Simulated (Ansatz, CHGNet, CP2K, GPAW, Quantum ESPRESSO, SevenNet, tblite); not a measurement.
# Running graphene/h-BP/graphene sandwich (62 atoms) with CP2K, part 2 of 2

How do the settings of CP2K change the result for graphene/h-BP/graphene sandwich (62 atoms)? A plane-wave run serves as the yardstick.

Program: CP2K 2026.2; the method stands at each step. Banners, paths, timers and routine set-up lines are dropped from the logs unmarked, and long logs keep their key lines alone; longer cuts are marked.

So far. Step 2 (PBE, DZVP-MOLOPT-SR, 450/50 Ry, diagonalisation): Forces lie 2.0 % from the reference's, at 5.2 times its CPU time (on 2 against 4 cores). Step 3 (PBE, TZVP-UZH, 450/50 Ry, diagonalisation): Against the first run (2.0 %), the force difference from the reference is 1.6 %, at 1.5 times the CPU time (on 4 against 2 cores), with 1054 basis functions against 806; this set comes with other potentials too, so the change isn't the basis's alone.

## 4. PBE, TZVP-MOLOPT (SR for B), 450/50 Ry, diagonalisation

Method: Kohn-Sham DFT, PBE, GTH-PBE pseudopotentials, Gaussian and plane waves, TZVP-MOLOPT-GTH, diagonalisation.

The input, input.inp:

```
&GLOBAL
  PROJECT cell
  RUN_TYPE ENERGY_FORCE
  PRINT_LEVEL LOW
&END GLOBAL
&FORCE_EVAL
  METHOD QS
  &DFT
    BASIS_SET_FILE_NAME BASIS_MOLOPT
    BASIS_SET_FILE_NAME BASIS_MOLOPT_UCL
    POTENTIAL_FILE_NAME GTH_POTENTIALS
    &MGRID
      CUTOFF 450
      REL_CUTOFF 50
    &END MGRID
    &QS
      EPS_DEFAULT 1.0E-12
    &END QS
    &SCF
      SCF_GUESS ATOMIC
      EPS_SCF 5.0E-06
      MAX_SCF 200
      ADDED_MOS 27
      &DIAGONALIZATION
        ALGORITHM STANDARD
      &END DIAGONALIZATION
      &SMEAR ON
        METHOD FERMI_DIRAC
        ELECTRONIC_TEMPERATURE [K] 580
      &END SMEAR
      &MIXING
        METHOD BROYDEN_MIXING
        ALPHA 0.2
        NBROYDEN 12
        BETA 0.05
      &END MIXING
      &PRINT
        &RESTART OFF
        &END RESTART
      &END PRINT
    &END SCF
    &XC
      &XC_FUNCTIONAL PBE
      &END XC_FUNCTIONAL
    &END XC
    &PRINT
      &MULLIKEN ON
      &END MULLIKEN
      &HIRSHFELD ON
        SHAPE_FUNCTION DENSITY
      &END HIRSHFELD
      &MO ON
        EIGENVALUES T
        OCCUPATION_NUMBERS T
        MO_INDEX_RANGE 113 136
        &EACH
          QS_SCF 0
        &END EACH
        ADD_LAST NUMERIC
      &END MO
    &END PRINT
  &END DFT
  &SUBSYS
    &CELL
      A 8.50730 0.00000 0.00000
      B -4.25365 7.36754 0.00000
      C 0.00000 0.00000 20.91000
    &END CELL
    &COORD
[... 62 atom lines left out: the same atoms as in the first run ...]
    &END COORD
    &KIND C
      BASIS_SET TZVP-MOLOPT-GTH-q4
      POTENTIAL GTH-PBE-q4
    &END KIND
    &KIND B
      BASIS_SET TZVP-MOLOPT-SR-GTH-q3
      POTENTIAL GTH-PBE-q3
    &END KIND
    &KIND P
      BASIS_SET TZVP-MOLOPT-GTH-q5
      POTENTIAL GTH-PBE-q5
    &END KIND
  &END SUBSYS
  &PRINT
    &FORCES ON
    &END FORCES
  &END PRINT
&END FORCE_EVAL
```

Command:

```sh
> OMP_NUM_THREADS=1 mpirun -np 4 cp2k.psmp -i input.inp > output.txt
```

Numbers of over 12 decimals in the logs are rounded to 6 here.

Log:

```text
CP2K| version string:                                       CP2K version 2026.2
 CP2K| Input file name                                                 input.inp
 GLOBAL| Basis set file name                                        BASIS_MOLOPT
 GLOBAL| Potential file name                                      GTH_POTENTIALS
 GLOBAL| Run type                                                   ENERGY_FORCE
 GLOBAL| Total number of message passing processes                             4
 GLOBAL| Number of threads for this process                                    1
 TOTAL NUMBERS AND MAXIMUM NUMBERS
  Total number of            - Atomic kinds:                                   3
                             - Atoms:                                         62
[... lines left out ...]
                        Smear method:                                FERMI_DIRAC
[... lines left out ...]
 Number of electrons:                                                        248
[... lines left out ...]
  Step     Update method      Time    Convergence         Total energy    Change
[... lines left out ...]
  *** SCF run converged in    24 steps ***
[... lines left out ...]
  Fermi energy:                                                 0.017128
  Total energy:                                              -338.967676
  Total energy (extrapolated to T->0):                       -338.964435
[... lines left out ...]
 MO| E(Fermi):            0.017128 a.u.          0.466090 eV
[... lines left out ...]
       2     C        1          4.015784                             -0.015784
       3     C        1          4.012047                             -0.012047
[...]
61     C        1          3.997086                              0.002914
      62     C        1          4.015934                             -0.015934
 # Total charge                            248.000000                  0.000000
 !-----------------------------------------------------------------------------!
 !-----------------------------------------------------------------------------!
                           Hirshfeld Charges
  #Atom  Element  Kind  Ref Charge     Population                    Net charge
      1       C      1       4.000          4.006                        -0.006
      2       C      1       4.000          3.995                         0.005
      3       C      1       4.000          3.995                         0.005
[...]
61       C      1       4.000          4.004                        -0.004
     62       C      1       4.000          3.996                         0.004
  Total Charge                                                           -0.000
 !-----------------------------------------------------------------------------!
 ENERGY| Total FORCE_EVAL ( QS ) energy [hartree]           -338.967677
 FORCES| Atomic forces [hartree/bohr]
 FORCES|   Atom     x               y               z               |f|
 FORCES|      1 -3.29157755E-02 -4.41289961E-02 -2.57848248E-03   5.51132030E-02
 FORCES|      2  3.93175419E-02 -5.00592182E-02 -5.08889565E-03   6.38568030E-02
 FORCES|      3 -2.18540840E-02 -1.13283307E-04  1.77690485E-03   2.19264956E-02
[...]
FORCES|     61  2.69407551E-02 -7.57978513E-03 -1.37255923E-02   3.11712899E-02
 FORCES|     62 -6.26022495E-03  2.83067126E-02  1.01771023E-02   3.07251331E-02
 FORCES| Sum    -1.03526073E-04 -2.23355369E-05 -2.68417029E-06
 FORCES| Total atomic force                                       1.05942101E-04
```

Run time: 10 min. Hardware: 4 MPI ranks of Arm Neoverse V1, shared host; peak memory 4.3 GiB.

Numbers from this run, and their distance from the reference:

```
r.m.s. force component                  : 1.576 eV/Å
r.m.s. difference of force components   : 13.74 meV/Å
longest difference of force vectors     : 51.57 meV/Å
force difference over r.m.s. force      : 0.8759 %
slope of forces against the reference's : 1.005
correlation of force components         : 1
```

Against the first run (2.0 %), the force difference from the reference is 0.88 %, at 9.4 times the CPU time (on 4 against 2 cores), with 1054 basis functions against 806: the larger basis brings the forces nearer.

## 5. RPBE, PBE potentials, DZVP-MOLOPT-SR, 450/50 Ry, diagonalisation

Method: Kohn-Sham DFT, RPBE, GTH-PBE pseudopotentials, Gaussian and plane waves, DZVP-MOLOPT-SR-GTH, diagonalisation.

input.inp, as its differences from that of step 4:

```diff
@@ -9,3 +9,2 @@
     BASIS_SET_FILE_NAME BASIS_MOLOPT
-    BASIS_SET_FILE_NAME BASIS_MOLOPT_UCL
     POTENTIAL_FILE_NAME GTH_POTENTIALS
@@ -42,3 +41,7 @@
     &XC
-      &XC_FUNCTIONAL PBE
+      &XC_FUNCTIONAL
+        &GGA_X_RPBE
+        &END GGA_X_RPBE
+        &GGA_C_PBE
+        &END GGA_C_PBE
       &END XC_FUNCTIONAL
@@ -72,3 +75,3 @@
     &KIND C
-      BASIS_SET TZVP-MOLOPT-GTH-q4
+      BASIS_SET DZVP-MOLOPT-SR-GTH-q4
       POTENTIAL GTH-PBE-q4
@@ -76,3 +79,3 @@
     &KIND B
-      BASIS_SET TZVP-MOLOPT-SR-GTH-q3
+      BASIS_SET DZVP-MOLOPT-SR-GTH-q3
       POTENTIAL GTH-PBE-q3
@@ -80,3 +83,3 @@
     &KIND P
-      BASIS_SET TZVP-MOLOPT-GTH-q5
+      BASIS_SET DZVP-MOLOPT-SR-GTH-q5
       POTENTIAL GTH-PBE-q5
```

Command:

```sh
> OMP_NUM_THREADS=2 cp2k.psmp -i input.inp > output.txt
```

Log:

```text
CP2K| version string:                                       CP2K version 2026.2
 CP2K| Input file name                                                 input.inp
 GLOBAL| Basis set file name                                        BASIS_MOLOPT
 GLOBAL| Potential file name                                      GTH_POTENTIALS
[... lines left out ...]
                        Smear method:                                FERMI_DIRAC
[... lines left out ...]
 Number of electrons:                                                        248
[... lines left out ...]
  Step     Update method      Time    Convergence         Total energy    Change
[... lines left out ...]
  *** SCF run converged in    20 steps ***
[... lines left out ...]
  Fermi energy:                                                 0.017000
  Total energy:                                              -339.224559
  Total energy (extrapolated to T->0):                       -339.221408
[... lines left out ...]
 MO| E(Fermi):            0.017000 a.u.          0.462591 eV
[... lines left out ...]
     62       C      1       4.000          3.996                         0.004
  Total Charge                                                           -0.000
 !-----------------------------------------------------------------------------!
 ENERGY| Total FORCE_EVAL ( QS ) energy [hartree]           -339.224596
 FORCES| Atomic forces [hartree/bohr]
 FORCES|   Atom     x               y               z               |f|
 FORCES|      1 -3.37147450E-02 -4.41000012E-02 -3.00772491E-03   5.55926304E-02
 FORCES|      2  4.01519011E-02 -5.04530072E-02 -5.50029133E-03   6.47142511E-02
 FORCES|      3 -2.21905423E-02 -9.30742273E-05  1.47397580E-03   2.22396366E-02
[...]
FORCES|     61  2.70343756E-02 -7.77106462E-03 -1.32925993E-02   3.11117358E-02
 FORCES|     62 -6.44317316E-03  2.84878680E-02  1.04992430E-02   3.10371907E-02
 FORCES| Sum     4.36988442E-04  5.82990431E-04  6.67108073E-05
 FORCES| Total atomic force                                       7.31633155E-04
```

Run time: 2.4 min. Hardware: 2 threads; peak memory 3.2 GiB.

Against the reference:

```
r.m.s. force component                  : 1.59 eV/Å
r.m.s. difference of force components   : 25.76 meV/Å
longest difference of force vectors     : 95.36 meV/Å
force difference over r.m.s. force      : 1.642 %
slope of forces against the reference's : 1.014
correlation of force components         : 1
```

Against the first run (2.0 %), the force difference from the reference is 1.6 %, at 1.00 times the CPU time; another functional landing nearer a PBE reference means that errors partly cancel.

The difference per atom is largest on C (0.046 eV/Å on average, against 0.014 on B).

## 6. PBE, DZVP-MOLOPT-SR, 450/30 Ry, diagonalisation

Method: Kohn-Sham DFT, PBE, GTH-PBE pseudopotentials, Gaussian and plane waves, DZVP-MOLOPT-SR-GTH, diagonalisation.

input.inp, as its differences from that of step 5:

```diff
@@ -12,3 +12,3 @@
       CUTOFF 450
-      REL_CUTOFF 50
+      REL_CUTOFF 30
     &END MGRID
@@ -41,7 +41,3 @@
     &XC
-      &XC_FUNCTIONAL
-        &GGA_X_RPBE
-        &END GGA_X_RPBE
-        &GGA_C_PBE
-        &END GGA_C_PBE
+      &XC_FUNCTIONAL PBE
       &END XC_FUNCTIONAL
@@ -71,5 +67,6 @@
     &END CELL
-    &COORD
-[... 62 atom lines left out: the same atoms as in the first run ...]
-    &END COORD
+    &TOPOLOGY
+      COORD_FILE_NAME structure.xyz
+      COORD_FILE_FORMAT XYZ
+    &END TOPOLOGY
     &KIND C
```

The input, structure.xyz:

```xyz
62

[... 62 atom lines left out: the same atoms as in the first run ...]
```

Log:

```text
CP2K| version string:                                       CP2K version 2026.2
 CP2K| Input file name                                                 input.inp
 GLOBAL| Basis set file name                                        BASIS_MOLOPT
 GLOBAL| Potential file name                                      GTH_POTENTIALS
 GLOBAL| Run type                                                   ENERGY_FORCE
 GLOBAL| Total number of message passing processes                             1
 GLOBAL| Number of threads for this process                                    2
 TOTAL NUMBERS AND MAXIMUM NUMBERS
  Total number of            - Atomic kinds:                                   3
                             - Atoms:                                         62
[... lines left out ...]
                        Smear method:                                FERMI_DIRAC
[... lines left out ...]
 Number of electrons:                                                        248
[... lines left out ...]
  Step     Update method      Time    Convergence         Total energy    Change
[... lines left out ...]
  *** SCF run converged in    20 steps ***
[... lines left out ...]
  Fermi energy:                                                 0.015328
  Total energy:                                              -338.933470
  Total energy (extrapolated to T->0):                       -338.930219
[... lines left out ...]
 MO| E(Fermi):            0.015328 a.u.          0.417110 eV
[... lines left out ...]
       2     C        1          3.995807                              0.004193
       3     C        1          3.994287                              0.005713
[...]
61     C        1          4.004340                             -0.004340
      62     C        1          3.991651                              0.008349
 # Total charge                            248.000000                  0.000000
 !-----------------------------------------------------------------------------!
 !-----------------------------------------------------------------------------!
                           Hirshfeld Charges
  #Atom  Element  Kind  Ref Charge     Population                    Net charge
      1       C      1       4.000          4.007                        -0.007
      2       C      1       4.000          3.995                         0.005
      3       C      1       4.000          3.995                         0.005
[...]
61       C      1       4.000          4.004                        -0.004
     62       C      1       4.000          3.996                         0.004
  Total Charge                                                            0.000
 !-----------------------------------------------------------------------------!
 ENERGY| Total FORCE_EVAL ( QS ) energy [hartree]           -338.933486
 FORCES| Atomic forces [hartree/bohr]
 FORCES|   Atom     x               y               z               |f|
 FORCES|      1 -3.32429238E-02 -4.46094505E-02 -2.52749738E-03   5.56909625E-02
 FORCES|      2  3.94813842E-02 -5.03961770E-02 -4.92865940E-03   6.42093921E-02
 FORCES|      3 -2.17872384E-02 -3.58527730E-05  1.93099492E-03   2.18726721E-02
[...]
FORCES|     61  2.70090661E-02 -7.25678770E-03 -1.38775901E-02   3.12207964E-02
 FORCES|     62 -5.91429184E-03  2.82772002E-02  9.95723572E-03   3.05569213E-02
 FORCES| Sum    -1.22300772E-04 -4.90762374E-05 -1.32809424E-05
 FORCES| Total atomic force                                       1.32447497E-04
```

It took 1.9 min on 2 threads; peak memory 3.2 GiB.

Against the reference:

```yaml
r_m_s_force_component: 1.592 eV/Å
r_m_s_difference_of_force_components: 30.91 meV/Å
longest_difference_of_force_vectors: 119 meV/Å
force_difference_over_r_m_s_force: 1.97 %
slope_of_forces_against_the_reference_s: 1.014
correlation_of_force_components: 0.9999
energy_less_the_same_level_run_s: -0.0178 meV/atom
r_m_s_force_difference_from_the_same_level_run: 0.458 meV/Å
```

This is a coarse setting, run to see what it loses.

Against the first run (2.0 %), the force difference from the reference is 2.0 %, at 0.78 times the CPU time: the change moves forces by 0.46 meV/Å r.m.s., so most of the difference comes from elsewhere.

The difference per atom is largest on C (0.054 eV/Å on average, against 0.018 on B).

## 7. Side by side

Differences are against the plane-wave reference, forces as r.m.s. over components; share is that over the reference's r.m.s. force, slope the least-squares factor from reference forces to these. Total energies of different programs have different zeros and aren't compared.

```
                                                                  run  Δ force, r.m.s. (meV/Å)  share (%)  slope  cores  CPU time  memory (GiB)
                                                            reference                        -          -      -      4      51 s           1.2
                 CP2K PBE, DZVP-MOLOPT-SR, 450/50 Ry, diagonalisation                     30.8       1.96  1.014      2   4.4 min           3.2
                       CP2K PBE, TZVP-UZH, 450/50 Ry, diagonalisation                     25.3       1.61  1.013      4   6.5 min           4.1
         CP2K PBE, TZVP-MOLOPT (SR for B), 450/50 Ry, diagonalisation                     13.7      0.876  1.005      4    41 min           4.3
CP2K RPBE, PBE potentials, DZVP-MOLOPT-SR, 450/50 Ry, diagonalisation                     25.8       1.64  1.014      2   4.4 min           3.2
        CP2K PBE, DZVP-MOLOPT-SR, 450/30 Ry, diagonalisation (coarse)                     30.9       1.97  1.014      2   3.5 min           3.2
```

Rows marked coarse were listed beforehand as settings not expected to be converged; some can still land near the reference.

CPU time is summed over cores on a shared host, where runs went side by side, so it is rough. Symmetry, cutoffs, thresholds, outputs and thread counts weren't matched or tuned between programs; memory under MPI is the largest rank's times the ranks.

Mean charges by element (e), by run and scheme:

```
                                                                  run     scheme      C      B      P
                                                            reference     Löwdin  +0.04  -0.62  +0.69
                 CP2K PBE, DZVP-MOLOPT-SR, 450/50 Ry, diagonalisation   Mulliken   0.00  -0.26  +0.24
                 CP2K PBE, DZVP-MOLOPT-SR, 450/50 Ry, diagonalisation  Hirshfeld   0.00  -0.08  +0.09
                       CP2K PBE, TZVP-UZH, 450/50 Ry, diagonalisation   Mulliken  +0.01  -0.05  +0.01
                       CP2K PBE, TZVP-UZH, 450/50 Ry, diagonalisation  Hirshfeld   0.00  -0.08  +0.09
         CP2K PBE, TZVP-MOLOPT (SR for B), 450/50 Ry, diagonalisation   Mulliken   0.00  -0.57  +0.59
         CP2K PBE, TZVP-MOLOPT (SR for B), 450/50 Ry, diagonalisation  Hirshfeld   0.00  -0.08  +0.09
CP2K RPBE, PBE potentials, DZVP-MOLOPT-SR, 450/50 Ry, diagonalisation   Mulliken   0.00  -0.27  +0.25
CP2K RPBE, PBE potentials, DZVP-MOLOPT-SR, 450/50 Ry, diagonalisation  Hirshfeld   0.00  -0.08  +0.09
```

The reference's Löwdin charges lack the electrons that the projection spills, 0.040 e an atom on average.

Within one program, basis, potentials and functional, energies share a zero. Each run against its twin at the usual cutoff or grid and solver:

```
                                                 run                                        twin  Δ energy (meV/atom)  Δ force, r.m.s. (meV/Å)  CPU time over the twin's
CP2K PBE, DZVP-MOLOPT-SR, 450/30 Ry, diagonalisation  DZVP-MOLOPT-SR, 450/50 Ry, diagonalisation              -0.0178                    0.458                      0.78
```

A second geometry, displaced anew (every atom was moved at random, 0.08 Å r.m.s. a Cartesian component), gives an energy difference that all programs can be tested on. The reference puts it at 216.3 meV/atom.

```
                                                                  run  energy less the first geometry's (meV/atom)  error (meV/atom)  force share at the second geometry (%)
                 CP2K PBE, DZVP-MOLOPT-SR, 450/50 Ry, diagonalisation                                        219.1              2.84                                    1.80
                       CP2K PBE, TZVP-UZH, 450/50 Ry, diagonalisation                                        217.8              1.51                                    1.50
         CP2K PBE, TZVP-MOLOPT (SR for B), 450/50 Ry, diagonalisation                                        216.8             0.502                                   0.828
CP2K RPBE, PBE potentials, DZVP-MOLOPT-SR, 450/50 Ry, diagonalisation                                        219.0              2.71                                    1.45
                 CP2K PBE, DZVP-MOLOPT-SR, 450/30 Ry, diagonalisation                                        219.1              2.82                                    1.81
```

Further runs of this program without a result: CP2K GFN1-xTB, diagonalisation (not converged).

## 8. Outcome

| Property | Result |
| --- | --- |
| nearest in forces | CP2K PBE, TZVP-MOLOPT (SR for B), 450/50 Ry, diagonalisation, 0.88 % |
| its CPU time | 41 min |

The PBE runs in local orbitals, coarse settings apart, differ by 0.88 % (CP2K PBE, TZVP-MOLOPT (SR for B), 450/50 Ry, diagonalisation) to 2.0 % (CP2K PBE, DZVP-MOLOPT-SR, 450/50 Ry, diagonalisation); basis, grid and potentials can all enter. Rows with another functional or a dispersion term differ by 1.6 % (CP2K RPBE, PBE potentials, DZVP-MOLOPT-SR, 450/50 Ry, diagonalisation), which mixes the change of model with differences of basis and potentials, some of them made for another functional. Runs with settings chosen to be coarse differ by 2.0 % (CP2K PBE, DZVP-MOLOPT-SR, 450/30 Ry, diagonalisation), their programs' other errors included. None of the electronic-structure runs in the table takes under half the reference's CPU time of 51 s; they take 4.1 to 49 times as much. Charges hang on scheme and program or settings: among these rows the mean for P runs from +0.01 to +0.69 e. The energy difference between the two geometries, 216 meV/atom in the reference, is met best by CP2K PBE, TZVP-MOLOPT (SR for B), 450/50 Ry, diagonalisation (+0.502) and worst by CP2K PBE, DZVP-MOLOPT-SR, 450/50 Ry, diagonalisation (+2.84) and CP2K PBE, DZVP-MOLOPT-SR, 450/30 Ry, diagonalisation (coarse) (+2.82). The reference's PBE has no dispersion term, which matters for the binding between molecules or layers. One k-point is far too coarse for the carbon or group-IV sheet, and it can put spurious forces of up to about 1 eV/Å on the sheet's atoms. The electronic-structure runs sample only Γ, in a cell whose shortest periodic width is 7 Å, which is coarse for a cell with partly filled levels.

[Also dropped from logs without a mark: logging warnings of Python, and SIESTA's first energy breakdown and zero terms.]

[Logs are printed without paths, hosts, clocks, repeated set-up lines and the standing remarks that a program may print on its own settings, such as how far it seeks lower states.]

[Hosts, paths, dates, database ids (printed as entryN), source tags and the programs' standing remarks are cut or masked in the printed files.]
